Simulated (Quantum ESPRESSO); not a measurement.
# The states of the two spins in NiI2

Wanted: the exchange-split electronic structure of NiI2.

Program: Quantum ESPRESSO 7.5. Level of theory: LDA with U = 6 eV on Ni d (ortho-atomic projectors); plane waves with GBRV 1.5 LDA potentials, no spin-orbit coupling. Results are calculated unless marked as measured.

The database entry behind the starting cell differs from later determinations by our own check (c about 0.7 % short), so it need not match the best structure at ambient conditions.

### 1. The starting structure

Symmetry: R-3m, No. 166, trigonal system. Conventional cell: a = 3.903 Å, b = 3.903 Å, c = 19.670 Å, α = 90.00°, β = 90.00°, γ = 120.00°. Nearest to Ni lie 6 I at 2.79 Å. I has 3 Ni at 2.79 Å nearest. Farther neighbours and most contacts between anions are not listed.

As a file:

```cif
data_structure
_symmetry_space_group_name_H-M 'R-3m:H'
_symmetry_Int_Tables_number 166
_cell_length_a 3.9030
_cell_length_b 3.9030
_cell_length_c 19.6700
_cell_angle_alpha 90.000
_cell_angle_beta 90.000
_cell_angle_gamma 120.000
_cell_volume 259.50
loop_
_atom_site_label
_atom_site_type_symbol
_atom_site_symmetry_multiplicity
_atom_site_Wyckoff_symbol
_atom_site_fract_x
_atom_site_fract_y
_atom_site_fract_z
_atom_site_occupancy
Ni1 Ni 3 a 0.00000 0.00000 0.00000 1
I1 I 6 c 0.33333 0.66667 0.91667 1
```

The cell comes from the Crystallography Open Database.

### 2. Ground-state run

This state came out lowest in a comparison of starts that is told elsewhere.

pw.in reads:

```
&CONTROL
  calculation = 'scf'
  prefix = 'pwscf'
  outdir = './tmp'
  pseudo_dir = './pseudo'
  disk_io = 'low'
/
&SYSTEM
  ibrav = 0
  celldm(1) = 8
  nat = 6
  ntyp = 3
  ecutwfc = 40
  ecutrho = 280
  nbnd = 47
  occupations = 'smearing'
  smearing = 'fd'
  degauss = 0.00367493
  nspin = 2
  starting_magnetization(1) = 0.1111
  starting_magnetization(2) = -0.1111
  starting_magnetization(3) = 0
/
&ELECTRONS
  conv_thr = 1.2d-08
  electron_maxstep = 150
  mixing_beta = 0.3
/
ATOMIC_SPECIES
Ni1    58.6934 ni_lda_v1.4.uspp.F.UPF
Ni2    58.6934 ni_lda_v1.4.uspp.F.UPF
I     126.9045 i_lda_v1.uspp.F.UPF
CELL_PARAMETERS alat
   0.4609750665259    0.2661440787429    1.5487880363157
  -0.4609750665259    0.2661440787429    1.5487880363157
   0.0000000000000   -1.0645763149715    3.0975760726315
ATOMIC_POSITIONS crystal
Ni1     0.0000000000    0.0000000000    0.0000000000
Ni2     0.0000000000    0.0000000000    0.5000000000
I       0.2500000000    0.2500000000    0.1250000000
I       0.2500000000    0.2500000000    0.6250000000
I       0.7500000000    0.7500000000    0.3750000000
I       0.7500000000    0.7500000000    0.8750000000
K_POINTS automatic
6 6 3 0 0 0
HUBBARD {ortho-atomic}
U Ni1-3d 6.0000
U Ni2-3d 6.0000
```

Launch:

```
$ OMP_NUM_THREADS=1 mpirun -n 4 pw.x -nk 4 -in pw.in > pw.out
```

Output:

```text
Program PWSCF v.7.5 starts

     Message from routine setup:
     using ibrav=0 with symmetry is DISCOURAGED, use correct ibrav instead

     K-points division:     npool     =       4
     Subspace diagonalization in iterative solution of the eigenvalue problem:

     bravais-lattice index     =            0
     lattice parameter (alat)  =       8.0000  a.u.
     unit-cell volume          =    1167.4477 (a.u.)^3
     number of atoms/cell      =            6
     number of atomic types    =            3
     number of electrons       =        64.00
     number of Kohn-Sham states=           47
     kinetic-energy cutoff     =      40.0000  Ry
     charge density cutoff     =     280.0000  Ry
     scf convergence threshold =      1.2E-08
     mixing beta               =       0.3000
     number of iterations used =            8  plain     mixing
     Exchange-correlation= SLA  PZ   NOGX NOGC
                           (   1   1   0   0   0   0   0)
     Hubbard projectors: ortho-atomic
     Hubbard parameters of DFT+U (Dudarev formulation) in eV:
     U(Ni1-3d) =  6.0000
     U(Ni2-3d) =  6.0000

     Internal variables: lda_plus_u =T, lda_plus_u_kind = 0

     Internal variables: orbital_resolved =F, hub_pot_fix =F, apply_U = F

     celldm(1)=   8.000000  celldm(2)=   0.000000  celldm(3)=   0.000000
     celldm(4)=   0.000000  celldm(5)=   0.000000  celldm(6)=   0.000000

     crystal axes: (cart. coord. in units of alat)
               a(1) = (   0.460975   0.266144   1.548788 )
               a(2) = (  -0.460975   0.266144   1.548788 )
               a(3) = (   0.000000  -1.064576   3.097576 )

     reciprocal axes: (cart. coord. in units 2 pi/alat)
               b(1) = (  1.084657  0.626227  0.215222 )
               b(2) = ( -1.084657  0.626227  0.215222 )
               b(3) = (  0.000000 -0.626227  0.107611 )

     PseudoPot. # 1 for Ni read from file:
     ni_lda_v1.4.uspp.F.UPF
     Pseudo is Ultrasoft + core correction, Zval = 18.0

     PseudoPot. # 2 for Ni read from file:
     ni_lda_v1.4.uspp.F.UPF
     Pseudo is Ultrasoft + core correction, Zval = 18.0

     PseudoPot. # 3 for I  read from file:
     i_lda_v1.uspp.F.UPF
     Pseudo is Ultrasoft + core correction, Zval =  7.0

     atomic species   valence    mass     pseudopotential
     Ni1              18.00    58.69340     Ni( 1.00)
     Ni2              18.00    58.69340     Ni( 1.00)
     I                 7.00   126.90450     I ( 1.00)

     Starting magnetic structure
     atomic species   magnetization
     Ni1             0.111
     Ni2            -0.111
     I               0.000

      4 Sym. Ops., with inversion, found

   Cartesian axes

     site n.     atom                  positions (alat units)
         1        Ni1    tau(   1) = (   0.0000000   0.0000000   0.0000000  )
         2        Ni2    tau(   2) = (   0.0000000  -0.5322882   1.5487880  )
         3        I      tau(   3) = (   0.0000000   0.0000000   1.1615910  )
         4        I      tau(   4) = (   0.0000000  -0.5322882   2.7103791  )
         5        I      tau(   5) = (   0.0000000   0.0000000   3.4847731  )
         6        I      tau(   6) = (   0.0000000  -0.5322882   5.0335611  )

     number of k points=    34  Fermi-Dirac smearing, width (Ry)=  0.0037
                       cart. coord. in units 2pi/alat
        k(    1) = (   0.0000000   0.0000000   0.0000000), wk =   0.0092593
        k(    2) = (   0.0000000  -0.2087424   0.0358703), wk =   0.0185185
        k(    3) = (  -0.1807762   0.1043712   0.0358703), wk =   0.0370370
        k(    4) = (  -0.1807762  -0.1043712   0.0717407), wk =   0.0370370
        k(    5) = (  -0.1807762   0.3131136  -0.0000000), wk =   0.0370370
        [... 29 further k-points ...]

     Dense  grid:    92383 G-vectors     FFT dimensions: (  72,  72, 144)

     Smooth grid:    39901 G-vectors     FFT dimensions: (  54,  54, 108)

     Check: negative core charge=   -0.000003
     Generating pointlists ...
     new r_m :   0.2715 (alat units)  2.1721 (a.u.) for type    1
     new r_m :   0.2715 (alat units)  2.1721 (a.u.) for type    2
     new r_m :   0.2715 (alat units)  2.1721 (a.u.) for type    3

     Initial potential from superposition of free atoms

     starting charge      59.9996, renormalised to      64.0000

     STARTING HUBBARD OCCUPATIONS:

     =================== HUBBARD OCCUPATIONS ===================
     ------------------------ ATOM    1 ------------------------
     Tr[ns(  1)] (up, down, total) =   5.00000  3.00000  8.00000
     Atomic magnetic moment for atom   1 =   2.00000
     [... lines left out ...]
     ------------------------ ATOM    2 ------------------------
     Tr[ns(  2)] (up, down, total) =   3.00000  5.00000  8.00000
     Atomic magnetic moment for atom   2 =  -2.00000
     [... lines left out ...]
     Number of occupied Hubbard levels =   16.0000

     Atomic wfc used for Hubbard projectors are orthogonalized

     Starting wfcs are   42 randomized atomic wfcs +    5 random wfcs

     Self-consistent Calculation

     iteration #  1     ecut=    40.00 Ry     beta= 0.30
     Davidson diagonalization with overlap
     ethr =  1.00E-02,  avg # of iterations =  7.1

     =================== HUBBARD OCCUPATIONS ===================
     ------------------------ ATOM    1 ------------------------
     Tr[ns(  1)] (up, down, total) =   3.36977  0.46943  3.83920
     Atomic magnetic moment for atom   1 =   2.90034
     [... lines left out ...]
     ------------------------ ATOM    2 ------------------------
     Tr[ns(  2)] (up, down, total) =   0.46748  3.37106  3.83854
     Atomic magnetic moment for atom   2 =  -2.90358
     [... lines left out ...]
     Number of occupied Hubbard levels =    7.6777

     total energy              =    -927.38714120 Ry
     estimated scf accuracy    <      50.45143407 Ry

     total magnetization       =    -0.01 Bohr mag/cell
     absolute magnetization    =     6.64 Bohr mag/cell

     iteration #  2     ecut=    40.00 Ry     beta= 0.30
     Davidson diagonalization with overlap
     ethr =  1.00E-02,  avg # of iterations =  3.0

     total energy              =    -942.39329742 Ry
     estimated scf accuracy    <      37.86489377 Ry

     total magnetization       =    -0.00 Bohr mag/cell
     absolute magnetization    =     0.32 Bohr mag/cell

     [... further iterations left out ...]

     iteration # 18     ecut=    40.00 Ry     beta= 0.30
     Davidson diagonalization with overlap
     ethr =  1.45E-10,  avg # of iterations =  2.2

     total energy              =    -944.90043747 Ry
     estimated scf accuracy    <       0.00000006 Ry

     total magnetization       =     0.00 Bohr mag/cell
     absolute magnetization    =     3.57 Bohr mag/cell

     iteration # 19     ecut=    40.00 Ry     beta= 0.30
     Davidson diagonalization with overlap
     ethr =  9.06E-11,  avg # of iterations =  1.9

     Magnetic moment per site  (integrated on atomic sphere of radius R)
     atom   1 (R=0.272)  charge= 16.8775  magn=  1.4728
     atom   2 (R=0.272)  charge= 16.8775  magn= -1.4728
     atom   3 (R=0.272)  charge=  4.2762  magn=  0.0526
     atom   4 (R=0.272)  charge=  4.2762  magn= -0.0526
     atom   5 (R=0.272)  charge=  4.2762  magn= -0.0526
     atom   6 (R=0.272)  charge=  4.2762  magn=  0.0526

     End of self-consistent calculation

     =================== HUBBARD OCCUPATIONS ===================
     ------------------------ ATOM    1 ------------------------
     Tr[ns(  1)] (up, down, total) =   4.96593  3.50376  8.46969
     Atomic magnetic moment for atom   1 =   1.46217
     [... lines left out ...]
     ------------------------ ATOM    2 ------------------------
     Tr[ns(  2)] (up, down, total) =   3.50376  4.96593  8.46969
     Atomic magnetic moment for atom   2 =  -1.46217
     [... lines left out ...]
     Number of occupied Hubbard levels =   16.9394

     [... lines left out ...]
     the Fermi energy is     6.2698 ev

!    total energy              =    -944.90043750 Ry
     estimated scf accuracy    <       0.00000001 Ry
     smearing contrib. (-TS)   =      -0.00000064 Ry
     internal energy E=F+TS    =    -944.90043686 Ry

     The total energy is F=E-TS. E is the sum of the following terms:
     one-electron contribution =    -756.78471299 Ry
     hartree contribution      =     400.72427715 Ry
     xc contribution           =    -259.79694036 Ry
     ewald contribution        =    -329.25016266 Ry
     Hubbard energy            =       0.20710200 Ry

     total magnetization       =     0.00 Bohr mag/cell
     absolute magnetization    =     3.57 Bohr mag/cell

     convergence has been achieved in  19 iterations

=------------------------------------------------------------------------------=
   JOB DONE.
=------------------------------------------------------------------------------=
```

Elapsed: 5.3 min, on 4 MPI ranks of Arm Neoverse V2, shared host; peak memory 1.2 GiB; 21 min of CPU time.

Spin moment in the atom's sphere by atom:

| atom | spin moment in the atom's sphere (μB) |
| --- | --- |
| Ni1 | 1.47 |
| Ni2 | -1.47 |
| I3 | 0.05 |
| I4 | -0.05 |
| I5 | -0.05 |
| I6 | 0.05 |

Numbers from this step:

| Property | Result |
| --- | --- |
| smearing term TS | 8.69e-6 eV |
| magnetization | 0 μB |
| absolute magnetization | 3.57 μB |
| final state | antiferromagnetic |

[end of part 1 of 2]

[Logs and program files are shortened in this print: banners, set-up blocks, solver, clock and traceback lines can be left out without a mark of their own.]

[Logs are printed without paths, hosts, clocks, repeated set-up lines and the standing remarks that a program may print on its own settings, such as how far it seeks lower states.]

[Hosts, paths, dates, database ids (printed as entryN), source tags and the programs' standing remarks are cut or masked in the printed files.]

[Where a cell is said to come from a database of computed structures, the database is the Materials Project.]
